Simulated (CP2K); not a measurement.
Two runs for the O K edge of thionyl fluoride. Run A: CP2K XAS_TDP, all-electron GAPW, PBEh(45%), aug-cc-pVTZ, TDA, no relativity. Run B differs in one setting.

First lines with a strength over 0.0015. A:

| atom | energy (eV) | states | strength, one atom |
| --- | --- | --- | --- |
| O1 (bonded to S) | 528.30 | 1 | 0.0293 |
|  | 530.25 | 1 | 0.0219 |
|  | 531.32 | 1 | 0.0323 |
|  | 533.03 | 1 | 0.0056 |
|  | 533.92 | 1 | 0.0041 |

B:

| atom | energy (eV) | states | strength, one atom |
| --- | --- | --- | --- |
| O1 (bonded to S) | 528.00 | 1 | 0.0305 |
|  | 530.08 | 1 | 0.0209 |
|  | 531.05 | 1 | 0.0356 |
|  | 537.20 | 1 | 0.0151 |
|  | 540.35 | 1 | 0.0080 |

**Question.** Which was it: the basis, the functional, scalar relativity switched on, GW2X switched on?

The basis (basis from aug-cc-pVTZ to 6-311G**; the lines alone don't name the new value). A basis moves diffuse and continuum lines far more than the leading valence line. Against PBEh(45%) in aug-cc-pVTZ, the leading line moves by -0.30 eV, to 528.00 eV; the strength of O1's goes from 0.0293 to 0.0305. The next line of O1 over the strength cut lies 2.08 eV higher, against 1.95.

[Hosts, paths, dates, database ids (printed as entryN), source tags and the programs' standing remarks are cut or masked in the printed files.]
